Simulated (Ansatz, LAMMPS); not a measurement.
# Localised basis functions on amorphous carbon (111 atoms)

Aim: test how closely localised support functions follow the reference on amorphous carbon (111 atoms), and at what cost. A setting counts as converged where the r.m.s. difference of forces stays under 1 % of the r.m.s. force.

Main program and level: Ansatz 0.2.0; Kohn-Sham DFT, PBE, PAW (set soft_2), plane waves.

## (1) Set-up

The cell holds 111 atoms: 111 C. Its edges and angles: a = 8.867 Å, b = 8.867 Å, c = 8.867 Å, α = 90.0°, β = 90.0°, γ = 90.0°. 111 atoms (111 C) placed at random at 3.18 g/cm³, melted at 6000 K for 10 ps at fixed volume with the Tersoff potential (Tersoff, Phys. Rev. B 39, 5566 (1989)). Quenched from 6000 K to 300 K at 100 K/ps and fixed volume, annealed at 1500 K for 20 ps, held 5 ps.

Limits known from the start: The quench rate of 100 K/ps far exceeds what a furnace or splat quench reaches, so expect more defects and frozen-in strain than in a real sample. The network of bonds at the start is that of the classical potential that made the cell, and needn't be the one that DFT or experiment would give.

## (2) Making the structure

A classical potential makes the cell, at a small fraction of what the same run would cost in DFT.

This step: classical MD, Tersoff potential (Tersoff, Phys. Rev. B 39, 5566 (1989)) (LAMMPS 22 Jul 2025 - Update 4).

File in.lmp:

```
# melt-quench of C111
units metal
atom_style atomic
boundary p p p
region box block 0 8.8666 0 8.8666 0 8.8666
create_box 1 box
mass 1 12.0110   # C
create_atoms 1 random 111 82274 NULL overlap 1.33 maxtry 2000
pair_style tersoff
pair_coeff * * SiCGe.tersoff C
neigh_modify delay 0 every 1 check yes
thermo_style custom step time temp pe press density
thermo_modify norm yes
timestep 0.0005
thermo 100
min_style cg
minimize 1e-4 1e-4 200 2000
reset_timestep 0
velocity all create 6000 82275 mom yes dist gaussian
fix lim all nve/limit 0.05
fix lan all langevin 6000 6000 0.05 82276 zero yes
thermo 500
run 1000 post no
unfix lim
unfix lan
thermo 3333
fix md all nvt temp 6000 6000 0.05
run 20000 post no
unfix md
thermo 11400
fix md all nvt temp 6000 300 0.05
run 114000 post no
unfix md
thermo 5000
# [... 8 lines left out ...]
fix md all nvt temp 1500 300 0.05
run 20000 post no
unfix md
thermo 5000
fix md all nvt temp 300 300 0.05
run 10000 post no
unfix md
write_dump all custom glass.dump id type xs ys zs modify sort id
```

The run is started by

```bash
> lmp -in in.lmp -log none -nocite
```

Numbers of over 12 decimals in the logs are rounded to 6 here.

What it wrote:

```text
LAMMPS (22 Jul 2025 - Update 4)
Created orthogonal box = (0 0 0) to (8.8666 8.8666 8.8666)
Created 111 atoms
   Step          Time           Temp          PotEng         Press         Density
         0   0              0             -2.3417992      1029639.9      3.1759953
        34   0.017          0             -5.5424072      208598.22      3.1759953
Loop time of 0.0187216 s on 1 core for 34 steps with 111 atoms
Minimization stats:
  Stopping criterion = energy tolerance
  Energy initial, next-to-last, final =
     -2.34179921128218  -5.54208780711446  -5.54240715316489
  Force two-norm initial, final = 177.32041 37.679901
[... 36 lines left out ...]
[... 8 lines left out ...]
Loop time of 9.65505 s on 1 core for 40000 steps with 111 atoms
   Step          Time           Temp          PotEng         Press         Density
[... 3 lines left out ...]
    205000   102.5          288.5933      -6.8975998      202518.76      3.1759953
Loop time of 5.07386 s on 1 core for 20000 steps with 111 atoms
   Step          Time           Temp          PotEng         Press         Density
    205000   102.5          288.5933      -6.8975998      202518.76      3.1759953
    210000   105            287.05217     -6.9037208      206429.32      3.1759953
    215000   107.5          267.72025     -6.9037494      190246.38      3.1759953
Loop time of 2.16266 s on 1 core for 10000 steps with 111 atoms
```

Run time: 51 s. Hardware: 1 thread of Intel Xeon at 2.80GHz (Skylake/Cascade Lake), shared host; peak memory 0.32 GiB.

## (3) Plane-wave single point

This run is the reference for what follows, at a cutoff of 420 eV.

File input.yaml:

```yaml
crystal:
  lattice:
    - [8.8666, 0.0, 0.0]
    - [0.0, 8.8666, 0.0]
    - [0.0, 0.0, 8.8666]
  atoms:
    - { symbol: C, position: [0.79867, 0.41882, 0.37374] }
    - { symbol: C, position: [0.91418, 0.67519, 0.32489] }
    - { symbol: C, position: [0.55074, 0.94754, 0.31681] }
    - { symbol: C, position: [0.73376, 0.12877, 0.19143] }
    - { symbol: C, position: [0.16505, 0.44595, 0.26024] }
    - { symbol: C, position: [0.06515, 0.15392, 0.61285] }
    - { symbol: C, position: [0.93592, 0.94589, 0.71922] }
    - { symbol: C, position: [0.23338, 0.60328, 0.01674] }
    - { symbol: C, position: [0.14167, 0.06973, 0.86682] }
    - { symbol: C, position: [0.74262, 0.4412, 0.8978] }
    - { symbol: C, position: [0.60899, 0.10036, 0.3071] }
    - { symbol: C, position: [0.48304, 0.45281, 0.42125] }
    - { symbol: C, position: [0.63637, 0.35904, 0.41483] }
    - { symbol: C, position: [0.81558, 0.94418, 0.97353] }
    - { symbol: C, position: [0.43824, 0.39882, 0.93232] }
    - { symbol: C, position: [0.05042, 0.062, 0.00783] }
    - { symbol: C, position: [0.94591, 0.36746, 0.46241] }
    - { symbol: C, position: [0.91506, 0.21921, 0.54487] }
    - { symbol: C, position: [0.51274, 0.29769, 0.82495] }
    - { symbol: C, position: [0.51786, 0.48013, 0.15296] }
    - { symbol: C, position: [0.18012, 0.76916, 0.53663] }
    - { symbol: C, position: [0.7547, 0.98174, 0.51395] }
    - { symbol: C, position: [0.44387, 0.097, 0.04787] }
    - { symbol: C, position: [0.16349, 0.55999, 0.85779] }
    - { symbol: C, position: [0.77216, 0.42331, 0.72581] }
    - { symbol: C, position: [0.80073, 0.78432, 0.91982] }
    - { symbol: C, position: [0.13398, 0.06104, 0.31632] }
    - { symbol: C, position: [0.65496, 0.04243, 0.64569] }
    - { symbol: C, position: [0.83873, 0.11031, 0.44379] }
    - { symbol: C, position: [0.34074, 0.83589, 0.50974] }
    - { symbol: C, position: [0.5907, 0.88082, 0.15698] }
    - { symbol: C, position: [0.0123, 0.80285, 0.7609] }
    - { symbol: C, position: [0.95299, 0.71422, 0.8877] }
    - { symbol: C, position: [0.48876, 0.31773, 0.66341] }
    - { symbol: C, position: [0.34786, 0.6505, 0.27752] }
    - { symbol: C, position: [0.21822, 0.22279, 0.5952] }
    - { symbol: C, position: [0.689, 0.75231, 0.18802] }
    - { symbol: C, position: [0.92281, 0.9403, 0.22288] }
    - { symbol: C, position: [0.71372, 0.77356, 0.7828] }
    - { symbol: C, position: [0.79504, 0.75282, 0.64216] }
    - { symbol: C, position: [0.41982, 0.72568, 0.8138] }
    - { symbol: C, position: [0.49053, 0.56563, 0.28668] }
    - { symbol: C, position: [0.65271, 0.88464, 0.42367] }
    - { symbol: C, position: [0.58406, 0.08492, 0.98289] }
    - { symbol: C, position: [0.22856, 0.356, 0.50312] }
    - { symbol: C, position: [0.37236, 0.968, 0.61174] }
    - { symbol: C, position: [0.04012, 0.8509, 0.47159] }
    - { symbol: C, position: [0.51493, 0.47211, 0.60214] }
    - { symbol: C, position: [0.72901, 0.29629, 0.96832] }
    - { symbol: C, position: [0.92432, 0.49322, 0.7162] }
    - { symbol: C, position: [0.5967, 0.1993, 0.43685] }
    - { symbol: C, position: [0.49854, 0.54363, 0.00028] }
    - { symbol: C, position: [0.38352, 0.91983, 0.35383] }
    - { symbol: C, position: [0.16175, 0.7783, 0.70675] }
    - { symbol: C, position: [0.98727, 0.55281, 0.85265] }
    - { symbol: C, position: [0.33687, 0.11295, 0.54091] }
    - { symbol: C, position: [0.25364, 0.50308, 0.72617] }
    - { symbol: C, position: [0.83258, 0.80574, 0.26977] }
    - { symbol: C, position: [0.88117, 0.09894, 0.28576] }
    - { symbol: C, position: [0.17897, 0.61181, 0.48435] }
    - { symbol: C, position: [0.05903, 0.33564, 0.33518] }
    - { symbol: C, position: [0.73068, 0.13337, 0.76103] }
    - { symbol: C, position: [0.33639, 0.81229, 0.23928] }
    - { symbol: C, position: [0.01708, 0.78894, 0.01822] }
    - { symbol: C, position: [0.21367, 0.42688, 0.09516] }
    - { symbol: C, position: [0.61099, 0.66459, 0.31544] }
    - { symbol: C, position: [0.88553, 0.87862, 0.57163] }
    - { symbol: C, position: [0.28307, 0.82563, 0.80238] }
    - { symbol: C, position: [0.96967, 0.43879, 0.9825] }
    - { symbol: C, position: [0.34978, 0.97129, 0.03378] }
    - { symbol: C, position: [0.34865, 0.35395, 0.39489] }
    - { symbol: C, position: [0.004, 0.46832, 0.58275] }
    - { symbol: C, position: [0.95858, 0.93734, 0.06134] }
    - { symbol: C, position: [0.48442, 0.19366, 0.55978] }
    - { symbol: C, position: [0.60941, 0.7267, 0.46893] }
    - { symbol: C, position: [0.25967, 0.32064, 0.7486] }
    - { symbol: C, position: [0.63552, 0.19769, 0.87745] }
    - { symbol: C, position: [0.06718, 0.91134, 0.30843] }
    [... 27 atom lines left out ...]
    - { symbol: C, position: [0.05964, 0.04915, 0.72579] }
    - { symbol: C, position: [0.67414, 0.51373, 0.62735] }
    - { symbol: C, position: [0.65624, 0.56554, 0.96783] }
    - { symbol: C, position: [0.55624, 0.33108, 0.16431] }
    - { symbol: C, position: [0.55308, 0.82144, 0.7768] }
    - { symbol: C, position: [0.81402, 0.39366, 0.2094] }
kpoints:
  mp_grid: { grid: [2, 2, 2] }
hamiltonian:
  xc: pbe
scf:
  occupations: { method: gaussian, width: 0.025 }
output:
  forces: true
  stress: true
  populations: true
  dos:
    method: { smearing: { sigma: 0.08 } }
    de: 0.1
    projected: { site_lists: { C: [C] } }
  eigenvalues: true
  write_density: true
  write_potential: true
  volumetric_format: npy
```

The run is started by

```bash
> ansatz run input.yaml --threads 4 --pin off --max-ram 8192MiB --backend cpu --events-out ev --progress --plain --runs-dir out
```

What it wrote:

```text
Engine: ansatz 0.2.0, aarch64-unknown-linux-gnu
Pseudopotentials: kind: paw
Pseudopotential: C, paw, valence charge 4, recommended cutoff 420 eV (normal), C.paw.azcp
[... 5 lines on functional and potentials left out ...]
Crystal: 111 atoms, lattice volume = 697.062 Å³
Basis set: ecut = 420 eV, 13613 PW (Γ), exchange–correlation on 120×120×120 points (8 copies of the dense FFT grid, shifted against one another)
Bands: 333, of which v1, the nominal top of the filled ones, is band 222 counted from 1 (221 counted from 0)
Symmetry: 1 space group operations
Space group: P1 (ITA 1), of the structure as read, at distance tolerance 8.9e-5 Å
k-points: 8
[... 3 lines on functional and potentials left out ...]
Initial density: superposition of atomic densities (neutral atoms: chi_scale 0, normalization atom), corrected by the library's trained network
Initial wavefunctions: pseudopotential atomic-orbital guess
Functional: x = pbe(κ = 0.804, μ = 0.219515), c = pbe(β = 0.066725)
SCF iter   1: F=—  HF=-27745.170248 eV  |F-HF|=—  |Δ(HF+E_count)|=         —  Δρ=1.72e-2  dr2=3.39e0  ethr=1.77e-3  ⟨swp⟩=6.1  Hψ=10997  notcnv=0  defer=640
preconditioner: auto → Kerker (q_TF=auto, 2.531 Å⁻¹)  [metal: Δε(μ)=0.048 eV  Ē_g=15.477 eV  σ=0.025 eV  W_gap=0.50  n_scr=178 (ndim 8)  ℏωp=29.6 eV  f_vac=0.001  D(μ)=16.82/eV (n_scr^D=92)]
SCF iter   2: F=—  HF=-27744.842641 eV  |F-HF|=—  |Δ(HF+E_count)|=   3.28e-1  Δρ=9.25e-3  dr2=1.32e0  ethr=7.63e-4  ⟨swp⟩=1.0  Hψ=3064  notcnv=0  defer=706
SCF iter   3: F=—  HF=-27744.631909 eV  |F-HF|=—  |Δ(HF+E_count)|=   2.11e-1  Δρ=2.06e-3  dr2=1.05e-1  ethr=2.98e-4  ⟨swp⟩=3.0  Hψ=3291  notcnv=0  defer=747
preconditioner: auto → Resta (q_TF=auto, 2.531 Å⁻¹)  ε∞=4.7  [insulator: Δε(μ)=0.033 eV  Ē_g=15.482 eV  σ=0.025 eV  W_gap=0.65  n_scr=178 (ndim 8)  ℏωp=29.6 eV  f_vac=0.001  D(μ)=9.52/eV (n_scr^D=32)  ε∞_Penn≈4.7]
SCF iter   4: F=—  HF=-27744.612385 eV  |F-HF|=—  |Δ(HF+E_count)|=   1.95e-2  Δρ=8.10e-4  dr2=5.56e-3  ethr=2.36e-5  ⟨swp⟩=2.1  Hψ=2837  notcnv=0  defer=820
SCF iter   5: F=—  HF=-27744.611736 eV  |F-HF|=—  |Δ(HF+E_count)|=   6.49e-4  Δρ=2.27e-4  dr2=5.82e-4  ethr=1.25e-6  ⟨swp⟩=2.0  Hψ=2859  notcnv=0  defer=820
SCF iter   6: F=—  HF=-27744.611744 eV  |F-HF|=—  |Δ(HF+E_count)|=   7.74e-6  Δρ=5.40e-5  dr2=2.09e-5  ethr=1.31e-7  ⟨swp⟩=2.4  Hψ=3180  notcnv=0  defer=820
SCF iter   7: F=—  HF=-27744.611356 eV  |F-HF|=—  |Δ(HF+E_count)|=   3.87e-4  Δρ=1.33e-5  dr2=1.68e-6  ethr=4.70e-9  ⟨swp⟩=2.4  Hψ=4141  notcnv=0  defer=820
SCF iter   8: F=-27744.611357 eV  HF=-27744.611357 eV  |F-HF|=2.63e-9  |Δ(HF+E_count)|=   4.45e-7  Δρ=3.22e-6  dr2=9.12e-8  ethr=2.25e-11  ⟨swp⟩=17.4  Hψ=24183  notcnv=0
SCF 1 converged in 8 iterations: F = -27744.611357 eV  dr2 = 9.12e-8
  greatest PAW one-centre occupation: 0.694 electrons in one spin orbital (limit 2), on the C atom at site 59 (counted from 0), in its partial waves of l = 0
SCF converged after 8 iterations
Free energy (F): -27744.611357 eV
Harris-Foulkes:  -27744.611357 eV  (|F-HF|=2.63e-9)
Internal energy: -27744.608514 eV  (E = F + TS)
E sigma→0 (E₀):  -27744.609936 eV
Entropy (-TS):   -0.002843 eV (-0.026 meV/atom)
Fermi energy:    12.305272 eV
--- Per-component energies (eV) ---
  E_band       = 1188.221520
  E_kinetic    = 10199.709724
  E_local      = -9577.506937  (includes V_loc(G=0)·N_el)
  E_nonlocal   = 3018.839471
  E_hartree    = 2476.517610
  E_xc         = -5377.494943
  E_vxc        = -6670.982871  (∫ρ·V_xc dr)
  E_paw        = -11010.905931  (= ΣΔE_a)
  E_vpaw       = -734.877380  (= ΣTr[D̂ρ^β])
  E_aug_tail   = 0.000817  (compensation charges beyond the density's cutoff)
  E_ewald      = -17473.768327
  E_smearing   = -0.002843  (= −TS)
  E_closure    = -0.000000  (closes the sum)
  Σ components = -27744.611357   (vs F -27744.611357, Δ=0.00e0)
--- Forces (eV/Å), atoms counted from 1 ---
  atom   1  C     -1.45262591    -0.41997583     0.48421219
  atom   2  C      0.06824827    -0.54537518     1.12535787
  atom   3  C      0.08520500     1.07987318    -1.19697802
  atom   4  C     -1.17486345    -1.23705155     1.57275258
  atom   5  C     -1.26122466     0.46227913    -0.48764568
  atom   6  C      0.47377917     0.44029528     0.37206447
  atom   7  C      2.55849746    -1.74273957    -0.10852633
  atom   8  C     -1.74847672    -0.61982908    -0.90042978
  atom   9  C      0.92548242     2.03364824     0.90819622
  atom  10  C     -0.10717912    -1.47537591    -0.51029901
  atom  11  C     -1.07278835     2.27570197     1.94486675
  atom  12  C      1.81144779    -0.81419496     0.27637161
  atom  13  C      0.58490222    -0.29122938    -1.39703317
  atom  14  C     -0.14392017    -0.32379430    -1.00668493
[...]
atom 110  C      0.62458713     0.74158395    -1.17463852
  atom 111  C      1.52939441     1.59496245    -0.75486012
  max |Σ_I F_I| component: 1.38e-4 eV/Å
--- Stress (GPa, compression-positive) ---
       18.667299       0.015101       7.614727
        0.015100      22.549851      -8.617152
        7.614727      -8.617154      14.163590
  P = ⅓ Tr σ = 18.4602 GPa (184.602 kbar)
--- Band table (eV; the first three rows and the last of 8) ---
  k-point 0: bands = ["-9.7105", "-8.8475", "-8.5500", "-8.3992", [... 317 levels ...], "21.5961", "21.6709", "21.7119", "21.7561", "21.7802", "21.8105", "21.8648", "21.9844", "22.0591", "22.0711", "22.1166", "22.1479"]
[...]
--- Löwdin populations: 111 sites ---
  site symbol       q [e]
     0      C      3.9832
     1      C      4.0148
     2      C      3.9913
[...]
110      C      4.0214
  spilling = 0.006036 (of n_electrons = 444.000000)
```

Wall time 99 s (4 threads of Arm Neoverse V1, shared host); peak memory 5 GiB; 6.5 min of CPU time.

In the SCF lines HF is the Harris–Foulkes energy and dr2 the Hartree energy of the density residual, in eV; the loop may stop once dr2 is under the threshold and the program's other checks hold. Hψ counts applications of the Hamiltonian.

The run gave:

```
free energy                             : -27744.6114 eV
free energy per atom                    : -249.9515 eV/atom
SCF cycles                              : 8
pressure                                : 18.46 GPa
r.m.s. force component                  : 1.437 eV/Å
longest force                           : 5.135 eV/Å
Fermi energy                            : 12.31 eV
levels partly filled by over 2 per cent : 3
spilling of the projection              : 0.006036
```

The r.m.s. force component of 1.4 eV/Å and the pressure of 18 GPa set the scale for the differences below.

## (4) Support functions low

With localised support functions most steps grow linearly with size, though the diagonalisation grows faster unless the density matrix is cut; this run measures error and cost at this size. The level low gives here a grid of 48×48×48 points and a radius of 3.04 Å.

This step: Kohn-Sham DFT, PBE, PAW (set soft_2), localised support functions (low) (Ansatz 0.2.0).

input.yaml, the sections that differ from step 3:

```yaml
scf:
  occupations: { method: gaussian, width: 0.025 }
  eigensolver: { kind: { support_functions: { accuracy: low } } }
  max_iter: 150
output:
  forces: true
  eigenvalues: true
# crystal, kpoints, hamiltonian: as in step 3
```

What it wrote:

```text
Warning: scf.eigensolver.kind.support_functions: disabling space-group detection — the functions' gradient is summed over unrotated k-points, so no spatial operation reduces the k-mesh or symmetrises the density; time reversal is kept, so that k and −k are solved as one point where they differ and the mesh holds both, and exact exchange and, on two spinor components, a DFT+U term hold to it where the run has them: [...]
settings of this run that can trade accuracy for cost: scf.eigensolver.kind.support_functions; scf.eigensolver.kind.support_functions.accuracy: low [...]
[...]
Crystal: 111 atoms, lattice volume = 697.062 Å³
Basis set: ecut = 420 eV, 13613 PW (Γ), exchange–correlation on 128×128×128 points (8 copies of the dense FFT grid, shifted against one another)
Bands: 267, of which v1, the nominal top of the filled ones, is band 222 counted from 1 (221 counted from 0)
Symmetry: 1 space group operations
k-points: 8
[...]
Eigensolver: Support functions (low, 48×48×48 points, laid for a spacing of at most 0.228497 Å, radius 3.037015 Å, 1 species' potentials softened for the grid, 1 wholly corrected for its errors in the mean over positions, 1 with the egg-box correction, energy correction by stochastic trace)
[...]
SCF iter   1: F=—  HF=-27748.149044 eV  |F-HF|=—  |Δ(HF+E_count)|=         —  Δρ=1.23e-1  dr2=9.43e1  ethr=1.00e-1
[...]
SCF iter  12: F=—  HF=-27745.002608 eV  |F-HF|=—  |Δ(HF+E_count)|=   1.22e-3  Δρ=4.29e-5  dr2=2.27e-5  ethr=2.08e-8  κ⁻¹=1.1e-4(r=7)
SCF iter  13: F=-27745.003630 eV  HF=-27745.003632 eV  |F-HF|=2.07e-6  |Δ(HF+E_count)|=   1.02e-3  Δρ=2.41e-5  dr2=5.66e-6  ethr=5.12e-9
SCF 1 converged in 13 iterations: F = -27745.020618 eV  dr2 = 5.66e-6
[...]
SCF converged after 13 iterations
Stability not checked: this state was not tested for a lower state beside it, because the mixer in use, unlike msr1, does not test its closes by its own steps (another_mixer; see scf.mixing.algorithm and scf.lower_state_search)
Free energy (F): -27745.020618 eV
[...]
Internal energy: -27745.017787 eV  (E = F + TS)
E sigma→0 (E₀):  -27745.019203 eV
Entropy (-TS):   -0.002831 eV (-0.026 meV/atom)
Fermi energy:    12.304460 eV
[...]
Σ components = -27745.020618   (vs F -27745.020618, Δ=0.00e0)
--- Forces (eV/Å), atoms counted from 1 ---
  atom   1  C     -1.45120888    -0.41936192     0.48456972
  atom   2  C      0.06777727    -0.54493950     1.12514433
  atom   3  C      0.08688015     1.08125237    -1.19548212
  atom   4  C     -1.17526931    -1.23782396     1.57334472
[...]
atom 111  C      1.53149198     1.59623773    -0.75516247
  max |Σ_I F_I| component: 1.41e-3 eV/Å
--- Band table (eV; the first three rows and the last of 8) ---
[...]
```

It took 2.4 min on 4 threads; peak memory 2.7 GiB; 8.2 min of CPU time.

The program notes that the band table was not solved further than the SCF left it and it switched symmetry off.

Keys that differ from the reference: support_functions.accuracy = "low" and scf.max_iter = 150.

Forces differ from the reference by 1.1 meV/Å r.m.s., 0.077 % of their size, well within a tolerance of 1 %; the energy by -3.7 meV/atom. It took 2.4 min and 13 cycles; the reference's time can't be set against it, since the two runs asked for unlike analyses.

(Part 1 of 2 ends here.)

[Logs are printed without paths, hosts, clocks, repeated set-up lines and the standing remarks that a program may print on its own settings, such as how far it seeks lower states.]

[Hosts, paths, dates, database ids (printed as entryN), source tags and the programs' standing remarks are cut or masked in the printed files.]
